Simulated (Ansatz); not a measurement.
# Cu (Fm-3m): phonon-mediated transition temperature

Aim: the phonon-mediated transition temperature of Cu (Fm-3m) at ambient pressure, over a range of μ*. The cell shown first is a relaxed one, from steps not shown here.

Calculated with Ansatz 0.2.0; DFT PBE, scalar-relativistic, plane waves, PAW; PAW set soft_1.

## 1. The cell after earlier relaxation steps

Symmetry: Fm-3m, No. 225, cubic system. The conventional cell has a = 3.629 Å, b = 3.629 Å, c = 3.629 Å, α = 90.00°, β = 90.00°, γ = 90.00°. Cu has 12 Cu at 2.57 Å nearest.

## 2. Coupling and resistivity: q 6×6×6, k 18×18×18, scattering 24×24×24

The run that gives the couplings also evaluates McMillan's and Allen and Dynes's formulas and, where asked, the Eliashberg equations, over a range of μ*.

The input, input.yaml:

```yaml
crystal:
  lattice:
    - [0.0, 1.8145812382, 1.8145812382]
    - [1.8145812382, 0.0, 1.8145812382]
    - [1.8145812382, 1.8145812382, 0.0]
  atoms:
    - { symbol: Cu, position: [0.0, 0.0, 0.0] }
kpoints:
  mp_grid: { grid: [18, 18, 18] }
hamiltonian:
  xc: pbe
  pseudopotentials: { kind: paw, azcp: { folder: soft_1 } }
scf:
  occupations: { method: methfessel_paxton, width: 0.2 }
output:
  eigenvalues: true
phonons:
  method: dfpt
  qmesh: [6, 6, 6]
  temperatures: { t_max: 1000, t_step: 50 }
  qpath:
    path:
      - [[0.0, 0.0, 0.0], [0.5, 0.0, 0.5], [0.625, 0.25, 0.625]]
      - [[0.375, 0.375, 0.75], [0.0, 0.0, 0.0], [0.5, 0.5, 0.5], [0.5, 0.25, 0.75], [0.5, 0.0, 0.5]]
    npoints: 6
  electrical_resistivity:
    mesh: [24, 24, 24]
    temperatures: [20.0, 50.0, 80.0, 100.0, 150.0, 200.0, 273.0, 300.0, 400.0, 500.0, 600.0, 800.0]
  superconductivity: { mesh: [24, 24, 24] }
```

Started as:

```
> ansatz run input.yaml --threads 16 --pin off --max-ram 92160MiB --backend cuda --events-out ev --progress --plain --runs-dir out --max-vram 78GiB
```

Numbers of over 12 decimals in the logs are rounded to 6 here.

Output:

```text
Engine: ansatz 0.2.0, aarch64-unknown-linux-gnu
Pseudopotentials: kind: paw
Pseudopotential: Cu, paw, valence charge 19, recommended cutoff 420 eV (normal), soft_1/Cu.paw.azcp
Functional definition: PBE
  parameter kappa = 0.804
  parameter beta = 0.066725
  exchange = pbe_x(kappa = kappa, mu = beta*pi^2/3)
  correlation = pbe_c(beta = beta)
[...]
Crystal: 1 atoms, lattice volume = 11.950 Å³
Basis set: ecut = 420 eV, 259 PW (Γ), exchange–correlation on 36×36×36 points (8 copies of the dense FFT grid, shifted against one another)
Bands: 14, of which v1, the nominal top of the filled ones, is band 10 counted from 1 (9 counted from 0)
Symmetry: 48 space group operations
k-points: 195 of 5832
Non-local potential: Cu, projectors of the file, l = 0: 3, l = 1: 2, l = 2: 3, l = 3: 1
PAW form: soft (Blöchl's): semilocal exchange-correlation on the pseudo side does not see the compensation charge
PAW one-centre angular grid: Cu, 590 points (default); XC on 64 Gauss nodes
Initial density: superposition of atomic densities (chi_scale 0.1, normalization cell)
Initial wavefunctions: pseudopotential atomic-orbital guess
[...]
Functional: x = pbe(κ = 0.804, μ = 0.219515), c = pbe(β = 0.066725)
SCF iter   1: F=—  HF=-6626.091168 eV  |F-HF|=—  |Δ(HF+E_count)|=         —  Δρ=2.66e-1  dr2=5.06e0  ethr=3.10e-3  ⟨swp⟩=4.2  Hψ=12413  notcnv=0
preconditioner: auto → none  [metal: Δε(μ)=0.023 eV  Ē_g=15.727 eV  σ=0.200 eV  W_gap=0.10  n_scr=0 (ndim 8)  ℏωp=35.6 eV  f_vac=0.000  D(μ)=0.49/eV (n_scr^D=0)]
SCF iter   2: F=—  HF=-6625.197593 eV  |F-HF|=—  |Δ(HF+E_count)|=   8.94e-1  S|Δr|=    0.00e0  Δρ=3.36e-2  dr2=1.04e-1  ethr=3.10e-3  ⟨swp⟩=2.8  Hψ=6811  notcnv=0
[...]
SCF iter   8: F=-6625.183901 eV  HF=-6625.183901 eV  |F-HF|=9.09e-13  |Δ(HF+E_count)|=  3.46e-11  S|Δr|=    0.00e0  Δρ=3.48e-8  dr2=1.16e-13  ethr=1.00e-12  ⟨swp⟩=5.0  Hψ=10603  notcnv=0
SCF 1 converged in 8 iterations: F = -6625.183901 eV  dr2 = 1.16e-13
  greatest PAW one-centre occupation: 1.000 electrons in one spin orbital (limit 2), on the Cu atom at site 0 (counted from 0), in its partial waves of l = 0
[...]
NSCF: frozen V_eff on 195 k-points, pencils in batches of 32, up to order 56
[...]
NSCF: frozen V_eff on 195 k-points
[...]
DFPT response loops at q = (0, 0, 0) (fractional): preconditioner auto → Kerker (q_TF=auto, 2.948 Å⁻¹) (partly filled bands, converged f_vac=0.000); β = 1.00, the filter's whole step (`scf.mixing.beta` (0.50) is not read by the response loops under this deck's `scf.mixing.preconditioner`; to damp them name `kerker` or `kerker_dos`, under which they read `scf.mixing.beta`, and type it under 1.00, their step now; both keys bind the ground state too); Anderson in place of MSR1; while a model of the screening serves, it and β = 1 on shorter waves in the place of filter and β
[...]
NSCF: frozen V_eff on 195 k-points
[...]
DFPT response loops at q = (0, 0, 0.166667) (fractional): mixed as the last ones told, above
[...]
DFPT response loops at q = (0, 0, 0.333333) (fractional): mixed as the last ones told, above
[...]
DFPT response loops at q = (0, 0, -0.5) (fractional): mixed as the last ones told, above
[...]
DFPT response loops at q = (0, 0.166667, 0.166667) (fractional): mixed as the last ones told, above
[...]
DFPT response loops at q = (0, 0.166667, 0.333333) (fractional): mixed as the last ones told, above
[...]
DFPT response loops at q = (0, 0.166667, -0.5) (fractional): mixed as the last ones told, above
[...]
DFPT response loops at q = (0, 0.166667, -0.333333) (fractional): mixed as the last ones told, above
[...]
DFPT response loops at q = (0, 0.166667, -0.166667) (fractional): mixed as the last ones told, above
[...]
DFPT response loops at q = (0, 0.333333, 0.333333) (fractional): mixed as the last ones told, above
[...]
DFPT response loops at q = (0, 0.333333, -0.5) (fractional): mixed as the last ones told, above
[...]
DFPT response loops at q = (0, 0.333333, -0.333333) (fractional): mixed as the last ones told, above
[...]
DFPT response loops at q = (0, -0.5, -0.5) (fractional): mixed as the last ones told, above
[...]
SCF 2 converged in 8 iterations: F = -6625.183901 eV  dr2 = 1.30e-13
[...]
SCF converged after 8 iterations
[...]
mean free path at 20 K (of a tensor a third of its trace): 102567 nm by what each carries, 79889 by the Fermi surface alone
  Hall coefficient in a weak field at 20 K (a third of the trace): -4.847e-11 m³/C (as a tensor it moves by 3.0 % between the two finest meshes); by each state's relaxation time: -5.229e-11 m³/C; by a constant relaxation time: -4.928e-11 m³/C
  mean free path at 50 K (of a tensor a third of its trace): 1437 nm by what each carries, 1103 by the Fermi surface alone
  Hall coefficient in a weak field at 50 K (a third of the trace): -5.148e-11 m³/C (as a tensor it moves by 5.4 % between the two finest meshes); by each state's relaxation time: -4.876e-11 m³/C; by a constant relaxation time: -4.918e-11 m³/C
  mean free path at 80 K (of a tensor a third of its trace): 314 nm by what each carries, 270 by the Fermi surface alone
  Hall coefficient in a weak field at 80 K (a third of the trace): -4.827e-11 m³/C (as a tensor it moves by 5.6 % between the two finest meshes); by each state's relaxation time: -4.685e-11 m³/C; by a constant relaxation time: -4.908e-11 m³/C
  mean free path at 100 K (of a tensor a third of its trace): 185 nm by what each carries, 168 by the Fermi surface alone
  Hall coefficient in a weak field at 100 K (a third of the trace): -4.620e-11 m³/C (as a tensor it moves by 5.2 % between the two finest meshes); by each state's relaxation time: -4.591e-11 m³/C; by a constant relaxation time: -4.904e-11 m³/C
  mean free path at 150 K (of a tensor a third of its trace): 90.9 nm by what each carries, 86.4 by the Fermi surface alone
  Hall coefficient in a weak field at 150 K (a third of the trace): -4.405e-11 m³/C (as a tensor it moves by 4.5 % between the two finest meshes); by each state's relaxation time: -4.468e-11 m³/C; by a constant relaxation time: -4.897e-11 m³/C
  mean free path at 200 K (of a tensor a third of its trace): 61.5 nm by what each carries, 59.3 by the Fermi surface alone
  Hall coefficient in a weak field at 200 K (a third of the trace): -4.345e-11 m³/C (as a tensor it moves by 4.1 % between the two finest meshes); by each state's relaxation time: -4.428e-11 m³/C; by a constant relaxation time: -4.894e-11 m³/C
  mean free path at 273 K (of a tensor a third of its trace): 42.6 nm by what each carries, 41.2 by the Fermi surface alone
  Hall coefficient in a weak field at 273 K (a third of the trace): -4.320e-11 m³/C (as a tensor it moves by 4.0 % between the two finest meshes); by each state's relaxation time: -4.411e-11 m³/C; by a constant relaxation time: -4.891e-11 m³/C
  mean free path at 300 K (of a tensor a third of its trace): 38.3 nm by what each carries, 37.1 by the Fermi surface alone
  Hall coefficient in a weak field at 300 K (a third of the trace): -4.317e-11 m³/C (as a tensor it moves by 3.9 % between the two finest meshes); by each state's relaxation time: -4.409e-11 m³/C; by a constant relaxation time: -4.891e-11 m³/C
  mean free path at 400 K (of a tensor a third of its trace): 28.1 nm by what each carries, 27.3 by the Fermi surface alone
  Hall coefficient in a weak field at 400 K (a third of the trace): -4.313e-11 m³/C (as a tensor it moves by 3.9 % between the two finest meshes); by each state's relaxation time: -4.406e-11 m³/C; by a constant relaxation time: -4.888e-11 m³/C
  mean free path at 500 K (of a tensor a third of its trace): 22.2 nm by what each carries, 21.6 by the Fermi surface alone
  Hall coefficient in a weak field at 500 K (a third of the trace): -4.315e-11 m³/C (as a tensor it moves by 4.0 % between the two finest meshes); by each state's relaxation time: -4.406e-11 m³/C; by a constant relaxation time: -4.885e-11 m³/C
  mean free path at 600 K (of a tensor a third of its trace): 18.4 nm by what each carries, 17.9 by the Fermi surface alone
  Hall coefficient in a weak field at 600 K (a third of the trace): -4.318e-11 m³/C (as a tensor it moves by 4.0 % between the two finest meshes); by each state's relaxation time: -4.407e-11 m³/C; by a constant relaxation time: -4.883e-11 m³/C
  mean free path at 800 K (of a tensor a third of its trace): 13.8 nm by what each carries, 13.3 by the Fermi surface alone
  Hall coefficient in a weak field at 800 K (a third of the trace): -4.329e-11 m³/C (as a tensor it moves by 4.0 % between the two finest meshes); by each state's relaxation time: -4.409e-11 m³/C; by a constant relaxation time: -4.877e-11 m³/C
  the resistivity times a path that all electrons share, by the Fermi surface of the deck's mesh alone (a third of the trace): 6.773e-16 Ω·m²
  not converged in the mesh (λ; λ_tr): between neighbouring meshes, the two finest first, λ moves by 1.62 % and 2.25 %, λ_tr by 3.46 % and 15.30 % and the resistivity by up to 1.85 % and 27.51 %; an estimate, no bound, puts it up to 8.5e-7 % above the Boltzmann equation's exact value after up to 7 iterations (at most 30 are made, fewer where the estimate is under 1.0e-6 % of each spin channel's own resistivity)
  vibrations of 216 cells: unjudged by the run; compare a larger repeat
  the changes of the potential over all sites missed a rigid shift's by 0.00 % (the site terms' by 0.00 %)
  at the force constants' own smearing the fine mesh and the k-points of their solves give squared frequencies that differ by 2.0 % of the larger at the most, at (0, 0.1667, 0.1667)
--- Superconductivity: potentials and phonons of a 6×6×6 supercell ---
           mesh         λ    ħω_log (meV)  μ* declared at (meV)
       24×24×24    0.1265          17.911               19.874
       12×12×12    0.1244          17.894               19.803
          6×6×6    0.1272          18.173               19.893
  λ by the species' shares of the modes' patterns: Cu 0.1265
  with the Fermi level up to 30.1 meV (the hardest mode) off, states and modes as they are: density of states 0.1530 to 0.1555 /eV of one spin and cell, λ 0.1244 to 0.1287
  transition temperature on the deck's mesh (K), isotropic and anisotropic, restricted to the Fermi surface (FSR) and over the full bandwidth (FBW), and the last with the density of states resolved in a narrower window:
        μ*   McMillan   Allen–Dynes      iso. FSR      iso. FBW    aniso. FSR    aniso. FBW  narrow window
      0.08      0.000         0.000    none_found    none_found    none_found    none_found     none_found
      0.10      0.000         0.000    none_found    none_found    none_found    none_found     none_found
      0.12          -             -    none_found    none_found    none_found    none_found     none_found
      0.13          -             -    none_found    none_found    none_found    none_found     none_found
      0.14          -             -    none_found    none_found    none_found    none_found     none_found
      0.16          -             -    none_found    none_found    none_found    none_found     none_found
      0.20          -             -    none_found    none_found    none_found    none_found     none_found
  none_found: no transition down to 0.1 K
  isotope coefficients −∂ln Tc/∂ln M under μ* = 0.13, the force constants as they are, of the isotropic transitions restricted to the Fermi surface and over the full bandwidth: Cu - and -
  converged in the mesh: between neighbouring meshes, the two finest first, λ moves by 1.62 % and 2.25 % and the anisotropic transition temperature over the full bandwidth at μ* = 0.13 by nothing (neither mesh has one) and nothing (neither mesh has one); converged means that the two finest part by at most 2.00 % and 5.00 %
  vibrations of 216 cells: unjudged by the run; compare a larger repeat
  the changes of the potential over all sites missed a rigid shift's by 0.00 % (the site terms' by 0.00 %)
  at the force constants' own smearing the fine mesh and the k-points of their solves give squared frequencies that differ by 2.0 % of the larger at the most, at (0, 0.1667, 0.1667)
```

Wall time 39 s (1 × NVIDIA GB200 with 16 threads of Arm Neoverse V2, shared host); peak memory 4.3 GiB.

In the SCF lines HF is the Harris–Foulkes energy and dr2 the Hartree energy of the density residual, in eV; the loop may stop once dr2 is under the threshold and the program's other checks hold. Hψ counts applications of the Hamiltonian.

This step gave:

| Quantity | Value |
| --- | --- |
| volume per atom | 11.95 Å³/atom |
| metallic on mesh | yes |
| gap on the k-mesh | 0 eV |
| zero-point energy | 0.02998 eV/cell |
| share of imaginary modes in the plain interpolation between solved wavevectors | 0 |
| highest frequency, solved or plainly interpolated | 241.6 cm⁻¹ |
| Debye temperature (second moment) | 312 K |
| resistivity at 300 K | 1.824 μΩ cm |
| coupling constant λ | 0.1265 |
| density of states at the Fermi level | 0.1535 states/eV a spin and cell |
| log mean phonon energy ħω_log | 17.91 meV |
| transport coupling constant λ_tr | 0.1306, 0.1306, 0.1306 (xx, yy, zz) |
| Drude plasma energy | 8.882, 8.882, 8.882 eV (xx, yy, zz) |
| resistivity times mean free path | 6.773, 6.773, 6.773 × 10⁻¹⁶ Ω m² (xx, yy, zz) |
| second-moment phonon energy ħω₂ | 19.87 meV |
| coupling λ by branch | 0.0455, 0.0478, 0.0332 (branches by rank of frequency) |

An empty cell: under 1 mK by a formula, or no transition down to the floor of the Eliashberg search. Transition temperatures:

```tsv
μ*	McMillan Tc (K)	Allen–Dynes Tc (K)
0.08	-	-
0.1	-	-
0.12	-	-
0.13	-	-
0.14	-	-
0.16	-	-
0.2	-	-
```

## 3. Coupling and resistivity: q 6×6×6, k 24×24×24, scattering 36×36×36

The next rung changes the k mesh of the density and its response; the scattering mesh, which samples the Fermi surface.

Edit input.yaml of step 2 so:

```diff
@@ -8,3 +8,3 @@
 kpoints:
-  mp_grid: { grid: [18, 18, 18] }
+  mp_grid: { grid: [24, 24, 24] }
 hamiltonian:
@@ -26,4 +26,4 @@
   electrical_resistivity:
-    mesh: [24, 24, 24]
+    mesh: [36, 36, 36]
     temperatures: [20.0, 50.0, 80.0, 100.0, 150.0, 200.0, 273.0, 300.0, 400.0, 500.0, 600.0, 800.0]
-  superconductivity: { mesh: [24, 24, 24] }
+  superconductivity: { mesh: [36, 36, 36] }
```

Output:

```text
[...]
Crystal: 1 atoms, lattice volume = 11.950 Å³
Basis set: ecut = 420 eV, 259 PW (Γ), exchange–correlation on 36×36×36 points (8 copies of the dense FFT grid, shifted against one another)
Bands: 14, of which v1, the nominal top of the filled ones, is band 10 counted from 1 (9 counted from 0)
Symmetry: 48 space group operations
k-points: 413 of 13824
[...]
SCF iter   1: F=—  HF=-6626.091438 eV  |F-HF|=—  |Δ(HF+E_count)|=         —  Δρ=2.66e-1  dr2=5.07e0  ethr=3.10e-3  ⟨swp⟩=4.2  Hψ=26252  notcnv=0
[...]
SCF iter   2: F=—  HF=-6625.198254 eV  |F-HF|=—  |Δ(HF+E_count)|=   8.93e-1  S|Δr|=    0.00e0  Δρ=3.33e-2  dr2=1.03e-1  ethr=3.10e-3  ⟨swp⟩=2.8  Hψ=14385  notcnv=0
[...]
SCF iter   8: F=-6625.184595 eV  HF=-6625.184595 eV  |F-HF|=9.09e-13  |Δ(HF+E_count)|=  3.73e-11  S|Δr|=    0.00e0  Δρ=4.36e-8  dr2=1.77e-13  ethr=1.00e-12  ⟨swp⟩=5.0  Hψ=22066  notcnv=0
SCF 1 converged in 8 iterations: F = -6625.184595 eV  dr2 = 1.77e-13
[...]
NSCF: frozen V_eff on 413 k-points, pencils in batches of 32, up to order 56
[...]
NSCF: frozen V_eff on 413 k-points
[...]
SCF 2 converged in 8 iterations: F = -6625.184595 eV  dr2 = 1.93e-13
[...]
SCF converged after 8 iterations
[...]
not converged in the mesh (λ; λ_tr; the resistivity at 20 K by 2.39 %): between neighbouring meshes, the two finest first, λ moves by 1.62 % and 7.68 %, λ_tr by 1.38 % and 17.41 % and the resistivity by up to 2.39 % and 22.63 %; an estimate, no bound, puts it up to 7.3e-7 % above the Boltzmann equation's exact value after up to 7 iterations (at most 30 are made, fewer where the estimate is under 1.0e-6 % of each spin channel's own resistivity)
  vibrations of 216 cells: unjudged by the run; compare a larger repeat
[...]
--- Superconductivity: potentials and phonons of a 6×6×6 supercell ---
           mesh         λ    ħω_log (meV)  μ* declared at (meV)
       36×36×36    0.1277          17.877               19.866
       18×18×18    0.1256          17.916               19.863
          9×9×9    0.1353          17.544               19.462
  λ by the species' shares of the modes' patterns: Cu 0.1277
[...]
0.08      0.000         0.000    none_found    none_found    none_found    none_found     none_found
      0.10      0.000         0.000    none_found    none_found    none_found    none_found     none_found
      0.12          -             -    none_found    none_found    none_found    none_found     none_found
      0.13          -             -    none_found    none_found    none_found    none_found     none_found
      0.14          -             -    none_found    none_found    none_found    none_found     none_found
      0.16          -             -    none_found    none_found    none_found    none_found     none_found
      0.20          -             -    none_found    none_found    none_found    none_found     none_found
  none_found: no transition down to 0.1 K
[...]
vibrations of 216 cells: unjudged by the run; compare a larger repeat
[...]
```

Wall time 69 s (1 × NVIDIA GB200 with 16 threads); peak memory 4.4 GiB.

Numbers from this step:

```yaml
zero_point_energy: 0.03009 eV/cell
highest_frequency_solved_or_plainly_interpolated: 242.2 cm⁻¹
debye_temperature_second_moment: 313 K
resistivity_at_300_k: 1.82 μΩ cm
coupling_constant_lambda: 0.1277
density_of_states_at_the_fermi_level: 0.1533 states/eV a spin and cell
log_mean_phonon_energy_omega_log: 17.88 meV
transport_coupling_constant_lambda_tr: 0.1293, 0.1293, 0.1293 (xx, yy, zz)
drude_plasma_energy: 8.893, 8.893, 8.893 eV (xx, yy, zz)
resistivity_times_mean_free_path: 6.757, 6.757, 6.757 × 10⁻¹⁶ Ω m² (xx, yy, zz)
coupling_lambda_by_branch: 0.0455, 0.0482, 0.034 (branches by rank of frequency)
```

An empty cell: under 1 mK by a formula, or no transition down to the floor of the Eliashberg search. Transition temperatures:

```tsv
μ*	McMillan Tc (K)	Allen–Dynes Tc (K)
0.08	-	-
0.1	-	-
0.12	-	-
0.13	-	-
0.14	-	-
0.16	-	-
0.2	-	-
```

The value for the log mean phonon energy ħω_log stays at 17.9 meV, as in step 2 (changed since: k-mesh 24×24×24 and scattering mesh 36×36×36).

[end of part 1 of 2]

[Logs are printed without paths, hosts, clocks, repeated set-up lines and the standing remarks that a program may print on its own settings, such as how far it seeks lower states.]

[Hosts, paths, dates, database ids (printed as entryN), source tags and the programs' standing remarks are cut or masked in the printed files.]
